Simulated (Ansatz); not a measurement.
## SnI4O12 (P-1): band gap by G0W0 on PBE

Wanted: the gap of SnI4O12 (P-1) with a many-body correction, and the time that it takes.

Calculated with Ansatz 0.2.0; PBE, then G0W0 on it, plane waves, PAW.

## Step 1: The starting structure

The cell holds 17 atoms: 1 Sn, 4 I and 12 O. Cell: a = 5.058 Å, b = 6.281 Å, c = 8.386 Å, α = 87.7°, β = 88.6°, γ = 89.0°.

The start is a cell from the Crystallography Open Database. Spin-orbit coupling is left out unless a step names it.

## Step 2: Relaxation

The structure is relaxed first.

This step: DFT, PBE, plane waves, PAW; PAW set soft_1.

File input.yaml:

```yaml
crystal:
  lattice:
    - [5.0576, 0.0, 0.0]
    - [0.1062173362, 6.279901792, 0.0]
    - [0.1980229617, 0.3361895656, 8.3774187989]
  atoms:
    - { symbol: Sn, position: [0.0, 0.0, 0.5] }
    - { symbol: I, position: [0.5055, 0.772, 0.2463] }
    - { symbol: I, position: [0.4945, 0.228, 0.7537] }
    - { symbol: I, position: [0.9787, 0.7048, 0.8461] }
    - { symbol: I, position: [0.0213, 0.2952, 0.1539] }
    - { symbol: O, position: [0.772, 0.95, 0.307] }
    - { symbol: O, position: [0.228, 0.05, 0.693] }
    - { symbol: O, position: [0.293, 0.794, 0.424] }
    - { symbol: O, position: [0.707, 0.206, 0.576] }
    - { symbol: O, position: [0.852, 0.758, 0.643] }
    - { symbol: O, position: [0.148, 0.242, 0.357] }
    - { symbol: O, position: [0.829, 0.448, 0.872] }
    - { symbol: O, position: [0.171, 0.552, 0.128] }
    - { symbol: O, position: [0.662, 0.525, 0.298] }
    - { symbol: O, position: [0.338, 0.475, 0.702] }
    - { symbol: O, position: [0.737, 0.865, 0.948] }
    - { symbol: O, position: [0.263, 0.135, 0.052] }
kpoints:
  mp_grid: { grid: [4, 4, 2] }
hamiltonian:
  xc: pbe
  pseudopotentials: { kind: paw, azcp: { folder: soft_1 } }
scf:
  occupations: { method: fermi_dirac, width: 0.02 }
relax:
  f_tol: 0.02
  max_steps: 60
output:
  write_density: true
  write_potential: true
  elf: true
  volumetric_format: npy
```

Run with:

```console
> ansatz run input.yaml --threads 2 --pin off --max-ram 92160MiB --backend cuda --events-out ev --progress --plain --runs-dir out --devices 1 --max-vram 13GiB
```

Numbers of over 12 decimals in the logs are rounded to 6 here.

Output:

```text
GPUs: using 1 of 1 available (devices: 1).
Engine: ansatz 0.2.0, x86_64-unknown-linux-gnu
Pseudopotentials: kind: paw
Pseudopotential: Sn, paw, valence charge 14, recommended cutoff 420 eV (normal), soft_1/Sn.paw.azcp
Pseudopotential: I, paw, valence charge 17, recommended cutoff 420 eV (normal), soft_1/I.paw.azcp
Pseudopotential: O, paw, valence charge 6, recommended cutoff 420 eV (normal), soft_1/O.paw.azcp
Functional definition: PBE
  parameter kappa = 0.804
  parameter beta = 0.066725
  exchange = pbe_x(kappa = kappa, mu = beta*pi^2/3)
  correlation = pbe_c(beta = beta)
device memory: the entry about to start is reckoned to put 3.5 GiB on a device that reports 58.3 GiB free (of which the cap on the GPU budget leaves the run 13.0 GiB)
GPU FFT provider: cuFFT
GPU libraries: cuBLAS 13.8.2, cuFFT 12.4.0, cuSOLVER 12.3.4
Crystal: 17 atoms, lattice volume = 266.077 Å³
Basis set: ecut = 420 eV, 5213 PW (Γ), exchange–correlation on 72×90×120 points (8 copies of the dense FFT grid, shifted against one another)
Bands: 94, of which v1, the nominal top of the filled ones, is band 77 counted from 1 (76 counted from 0)
Symmetry: 2 space group operations
Space group: P-1 (ITA 2), of the structure as read, at distance tolerance 6.4e-5 Å
k-points: 20 of 32
Non-local potential: Sn, projectors of the file, l = 0: 2, l = 1: 2, l = 2: 2, l = 3: 1
Non-local potential: I, projectors of the file, l = 0: 2, l = 1: 2, l = 2: 2, l = 3: 1
Non-local potential: O, projectors of the file, l = 0: 2, l = 1: 2, l = 2: 1
PAW form: soft (Blöchl's): semilocal exchange-correlation on the pseudo side does not see the compensation charge
PAW one-centre angular grid: Sn, 590 points (default); XC on 64 Gauss nodes
PAW one-centre angular grid: I, 590 points (default); XC on 64 Gauss nodes
PAW one-centre angular grid: O, 110 points (default); XC on 64 Gauss nodes
Initial density: superposition of atomic densities (chi_scale 0.1, normalization cell, long waves kept (reshape's long-wave potential 0.28 eV rms))
Initial wavefunctions: pseudopotential atomic-orbital guess
GPU buffer pool allocated for 97200 grid points (all kernels)
GPU transforms: local potential and band sums: pruned to the plane-wave sphere, on 36×45×60
Functional: x = pbe(κ = 0.804, μ = 0.219515), c = pbe(β = 0.066725)
SCF iter   1: F=—  HF=-42874.498483 eV  |F-HF|=—  |Δ(HF+E_count)|=         —  Δρ=1.12e-1  dr2=4.23e1  ethr=3.10e-3  ⟨swp⟩=6.0  Hψ=7788  notcnv=0  defer=130
preconditioner: auto → Resta (q_TF=auto, 2.491 Å⁻¹)  ε∞=3.5  [insulator: Δε(μ)=2.688 eV  Ē_g=15.502 eV  σ=0.020 eV  W_gap=1.00  n_scr=68 (ndim 8)  ℏωp=24.3 eV  f_vac=0.105  D(μ)=0.00/eV (n_scr^D=0)  ε∞_Penn≈3.5]
SCF iter   2: F=—  HF=-42864.254434 eV  |F-HF|=—  |Δ(HF+E_count)|=    1.02e1  Δρ=4.41e-2  dr2=2.90e0  ethr=3.10e-3  ⟨swp⟩=4.0  Hψ=3752  notcnv=0  defer=196
SCF iter   3: F=—  HF=-42863.648610 eV  |F-HF|=—  |Δ(HF+E_count)|=   6.06e-1  Δρ=1.93e-2  dr2=6.62e-1  ethr=1.89e-3  ⟨swp⟩=3.0  Hψ=3259  notcnv=0  defer=202
SCF iter   4: F=—  HF=-42863.582787 eV  |F-HF|=—  |Δ(HF+E_count)|=   6.58e-2  Δρ=7.97e-3  dr2=1.36e-1  ethr=4.30e-4  ⟨swp⟩=3.5  Hψ=2829  notcnv=0  defer=206
SCF iter   5: F=—  HF=-42863.571641 eV  |F-HF|=—  |Δ(HF+E_count)|=   1.11e-2  Δρ=2.85e-3  dr2=1.81e-2  ethr=8.84e-5  ⟨swp⟩=3.2  Hψ=2912  notcnv=0  defer=205
SCF iter   6: F=—  HF=-42863.574288 eV  |F-HF|=—  |Δ(HF+E_count)|=   2.65e-3  Δρ=7.79e-4  dr2=1.49e-3  ethr=1.18e-5  ⟨swp⟩=2.3  Hψ=2722  notcnv=0  defer=205
SCF iter   7: F=—  HF=-42863.575902 eV  |F-HF|=—  |Δ(HF+E_count)|=   1.61e-3  Δρ=4.74e-4  dr2=5.29e-4  ethr=9.69e-7  ⟨swp⟩=2.0  Hψ=2617  notcnv=0  defer=205
SCF iter   8: F=—  HF=-42863.575933 eV  |F-HF|=—  |Δ(HF+E_count)|=   3.12e-5  Δρ=1.14e-4  dr2=3.09e-5  ethr=3.43e-7  ⟨swp⟩=2.0  Hψ=2469  notcnv=0  defer=205
SCF iter   9: F=—  HF=-42863.575973 eV  |F-HF|=—  |Δ(HF+E_count)|=   4.03e-5  Δρ=6.20e-5  dr2=1.01e-5  ethr=6.49e-9  ⟨swp⟩=11.8  Hψ=17270  notcnv=0
SCF iter  10: F=-42863.575975 eV  HF=-42863.575975 eV  |F-HF|=2.97e-7  |Δ(HF+E_count)|=   1.37e-6  Δρ=2.19e-5  dr2=1.26e-6  ethr=6.49e-9  ⟨swp⟩=11.1  Hψ=16087  notcnv=0
SCF 1 converged in 10 iterations: F = -42863.575975 eV  dr2 = 1.26e-6
  greatest PAW one-centre occupation: 0.999 electrons in one spin orbital (limit 2), on the I atom at site 2 (counted from 0), in its partial waves of l = 2
relax step   1: F+E_penalty+E_count = -42863.57597512 eV  Δ(F+E_penalty+E_count) = +0.000e0 eV  max|allowed force component| = 1.497e0 eV/Å  Δτ_max = 0.0000 Å  (10 SCF iters, dr2 threshold 1.00e-5 eV, accepted)
[... from here on, the SCF cycles and remarks between the steps are left out ...]
relax step   2: F+E_penalty+E_count = -42863.80160678 eV  Δ(F+E_penalty+E_count) = -2.256e-1 eV  max|allowed force component| = 8.621e-1 eV/Å  Δτ_max = 0.1709 Å  (7 SCF iters, dr2 threshold 1.00e-4 eV, accepted)
relax step   3: F+E_penalty+E_count = -42863.88919408 eV  Δ(F+E_penalty+E_count) = -8.759e-2 eV  max|allowed force component| = 2.159e-1 eV/Å  Δτ_max = 0.0699 Å  (7 SCF iters, dr2 threshold 4.64e-5 eV, accepted)
relax step   4: F+E_penalty+E_count = -42863.90151170 eV  Δ(F+E_penalty+E_count) = -1.232e-2 eV  max|allowed force component| = 9.453e-2 eV/Å  Δτ_max = 0.0303 Å  (8 SCF iters, dr2 threshold 2.92e-6 eV, accepted)
relax step   5: F+E_penalty+E_count = -42863.90352108 eV  Δ(F+E_penalty+E_count) = -2.009e-3 eV  max|allowed force component| = 3.171e-2 eV/Å  Δτ_max = 0.0099 Å  (6 SCF iters, dr2 threshold 5.60e-7 eV, accepted)
relax step   6: F+E_penalty+E_count = -42863.90370374 eV  Δ(F+E_penalty+E_count) = -1.827e-4 eV  max|allowed force component| = 4.809e-2 eV/Å  Δτ_max = 0.0269 Å  (8 SCF iters, accepted)
relax step   7: F+E_penalty+E_count = -42863.90463915 eV  Δ(F+E_penalty+E_count) = -9.354e-4 eV  max|allowed force component| = 2.085e-2 eV/Å  Δτ_max = 0.0098 Å  (7 SCF iters, accepted)
relax step   8: F+E_penalty+E_count = -42863.90497606 eV  Δ(F+E_penalty+E_count) = -3.369e-4 eV  max|allowed force component| = 1.628e-2 eV/Å  Δτ_max = 0.0135 Å  (7 SCF iters, accepted)
relax step   9: F+E_penalty+E_count = -42863.90525923 eV  Δ(F+E_penalty+E_count) = -2.832e-4 eV  max|allowed force component| = 1.138e-2 eV/Å  Δτ_max = 0.0189 Å  (8 SCF iters, accepted)
device memory: the entry about to start is reckoned to put 3.9 GiB (of the 4.1 GiB reckoned in all, the device holds 0.2 GiB already) on a device that reports 54.2 GiB free (of which the cap on the GPU budget leaves the run 12.9 GiB)
NSCF: frozen V_eff on 20 k-points
the band table was solved once a step of the walk had ended and its energy, with any forces and stress, was formed, with the checks that follow a solve (10403 applications of the Hamiltonian). They found nothing against the state; the energy, forces and stress were not computed again (output.eigenvalues in the input reference)
SCF converged after 8 iterations
Free energy (F): -42863.905259 eV
Harris-Foulkes:  -42863.905259 eV  (|F-HF|=1.77e-8)
Internal energy: -42863.905259 eV  (E = F + TS)
E sigma→0 (E₀):  -42863.905259 eV
Fermi energy:    7.229315 eV
--- Per-component energies (eV) ---
  E_band       = -1898.838879
  E_kinetic    = 2833.471628
  E_local      = -14822.918823  (includes V_loc(G=0)·N_el)
  E_nonlocal   = 1198.961169
  E_hartree    = 6302.282641
  E_xc         = -1420.048107
  E_vxc        = -1624.790795  (∫ρ·V_xc dr)
  E_paw        = -25419.607168  (= ΣΔE_a)
  E_vpaw       = -2088.127161  (= ΣTr[D̂ρ^β])
  E_aug_tail   = -0.000168  (compensation charges beyond the density's cutoff)
  E_ewald      = -11536.046432
  E_smearing   = -0.000000  (= −TS)
  E_closure    = 0.000000  (closes the sum)
  Σ components = -42863.905259   (vs F -42863.905259, Δ=0.00e0)
--- Forces (eV/Å), atoms counted from 1 ---
  atom   1  Sn     0.00000000     0.00000000     0.00000000
  atom   2  I      0.00653199     0.01092768    -0.00535630
  atom   3  I     -0.00653199    -0.01092768     0.00535630
  atom   4  I      0.00581672     0.01138450    -0.00964232
  atom   5  I     -0.00581672    -0.01138450     0.00964232
  atom   6  O     -0.00359472    -0.00314905    -0.00308973
  atom   7  O      0.00359472     0.00314905     0.00308973
  atom   8  O     -0.00135108     0.00512125     0.00479433
  atom   9  O      0.00135108    -0.00512125    -0.00479433
  atom  10  O     -0.00406230     0.00222847    -0.00062753
  atom  11  O      0.00406230    -0.00222847     0.00062753
  atom  12  O      0.00515501     0.00828191     0.00196220
  atom  13  O     -0.00515501    -0.00828191    -0.00196220
  atom  14  O      0.00088993    -0.00010107    -0.00103512
  atom  15  O     -0.00088993     0.00010107     0.00103512
  atom  16  O     -0.00566016     0.00209603     0.00303760
  atom  17  O      0.00566016    -0.00209603    -0.00303760
  max |Σ_I F_I| component: 0.00e0 eV/Å
--- Band table (eV; the first three rows and the last of 20) ---
  k-point 0: bands = [... 73 lower, 5.4034, 5.4114, 5.5461, 5.6252, 9.0937, 9.1363, 9.4764, 9.7280, ... 13 higher]
  k-point 1: bands = [... 73 lower, 5.3813, 5.3938, 5.4294, 5.6195, 8.9563, 9.0805, 9.5944, 9.8075, ... 13 higher]
  k-point 2: bands = [... 73 lower, 5.3355, 5.4347, 5.5805, 5.6647, 9.0597, 9.4194, 9.6269, 9.7881, ... 13 higher]
  k-point 19: bands = [... 73 lower, 5.1373, 5.3644, 5.4122, 5.7225, 8.8002, 9.6040, 9.6163, 9.7774, ... 13 higher]
--- Relaxed structure (9 steps of the walk, 9 accepted, 0 SCFs on fresh bases) ---
  F+E_penalty+E_count = -42863.90525923 eV   max|allowed force component| = 1.138e-2 eV/Å
  atoms:
    - { symbol: Sn, position: [0.0, -3.469446951953614e-18, 0.5] }
    - { symbol: I, position: [0.506115, 0.776467, 0.237036] }
    - { symbol: I, position: [0.493885, 0.223533, 0.762964] }
    - { symbol: I, position: [0.980645, 0.699369, 0.843691] }
    - { symbol: I, position: [0.019355, 0.300631, 0.156309] }
    - { symbol: O, position: [0.782883, 0.959057, 0.296656] }
    - { symbol: O, position: [0.217117, 0.040943, 0.703344] }
    - { symbol: O, position: [0.303116, 0.795423, 0.423841] }
    - { symbol: O, position: [0.696884, 0.204577, 0.576159] }
    - { symbol: O, position: [0.847224, 0.745433, 0.636915] }
    - { symbol: O, position: [0.152776, 0.254567, 0.363085] }
    - { symbol: O, position: [0.826092, 0.435197, 0.885402] }
    - { symbol: O, position: [0.173908, 0.564803, 0.114598] }
    - { symbol: O, position: [0.667455, 0.528832, 0.290658] }
    - { symbol: O, position: [0.332545, 0.471168, 0.709342] }
    - { symbol: O, position: [0.731416, 0.862014, 0.945622] }
    - { symbol: O, position: [0.268584, 0.137986, 0.054378] }
```

It took 22 s on 1 × NVIDIA H100 80GB HBM3 (shared by 6 runs) with 2 threads of AMD EPYC 7R13 (Zen 3), shared host; peak memory 1.2 GiB; 28 s of CPU time.

Step by step:

```tsv
step	energy less that of the first step (eV)	largest force component (eV/Å)
1	0.0000	1.4967
2	-0.2256	0.8621
3	-0.3132	0.2159
4	-0.3255	0.0945
5	-0.3275	0.0317
6	-0.3277	0.0481
7	-0.3287	0.0209
8	-0.3290	0.0163
9	-0.3293	0.0114
```

Forces are held to the 2 operations that the run works with; a distortion that breaks them can't arise in this run.

The atoms that moved most (Å):

```tsv
atom	dx	dy	dz	length
O12	-0.013	-0.076	0.112	0.136
O13	0.013	0.076	-0.112	0.136
O7	-0.054	-0.053	0.087	0.115
O6	0.054	0.053	-0.087	0.115
O10	-0.027	-0.081	-0.051	0.099
O11	0.027	0.081	0.051	0.099
I3	-0.002	-0.025	0.078	0.082
I2	0.002	0.025	-0.078	0.082
```

Final coordinates:

```cif
data_structure
_symmetry_space_group_name_H-M 'P 1'
_symmetry_Int_Tables_number 1
_cell_length_a 5.0576
_cell_length_b 6.2808
_cell_length_c 8.3865
_cell_angle_alpha 87.680
_cell_angle_beta 88.647
_cell_angle_gamma 89.031
_cell_volume 266.08
loop_
_atom_site_label
_atom_site_type_symbol
_atom_site_fract_x
_atom_site_fract_y
_atom_site_fract_z
_atom_site_occupancy
Sn1 Sn 0.00000 0.00000 0.50000 1
I2 I 0.50611 0.77647 0.23704 1
I3 I 0.49389 0.22353 0.76296 1
I4 I 0.98064 0.69937 0.84369 1
I5 I 0.01936 0.30063 0.15631 1
O6 O 0.78288 0.95906 0.29666 1
O7 O 0.21712 0.04094 0.70334 1
O8 O 0.30312 0.79542 0.42384 1
O9 O 0.69688 0.20458 0.57616 1
O10 O 0.84722 0.74543 0.63692 1
O11 O 0.15278 0.25457 0.36308 1
O12 O 0.82609 0.43520 0.88540 1
O13 O 0.17391 0.56480 0.11460 1
O14 O 0.66745 0.52883 0.29066 1
O15 O 0.33255 0.47117 0.70934 1
O16 O 0.73142 0.86201 0.94562 1
O17 O 0.26858 0.13799 0.05438 1
```

(Continued in part 2 of 3.)

[Paths, hosts, dates, memory and timing lines, banners, echoed tables and standing remarks are left out of the program output.]

[Logs are printed without paths, hosts, clocks, repeated set-up lines and the standing remarks that a program may print on its own settings, such as how far it seeks lower states.]

[Runs of the session that timed out or met a known fault of the program may be left out.]

[Cells called generated may have been cut or substituted from an entry of the Crystallography Open Database or the Materials Project.]

[Hosts, paths, dates, database ids (printed as entryN), source tags and the programs' standing remarks are cut or masked in the printed files.]

[Where an RPA ε∞ is given, it is that of the G0W0 mesh and is not shown converged in it. Names of k-points follow the symmetry that the program found, which can be lower than the space group named. Band edges on a path are those of the sampled points; other points can move an edge, and change direct to indirect where valleys lie close.]

[Hybrid gaps are those of their k-mesh and are not shown converged in it.]
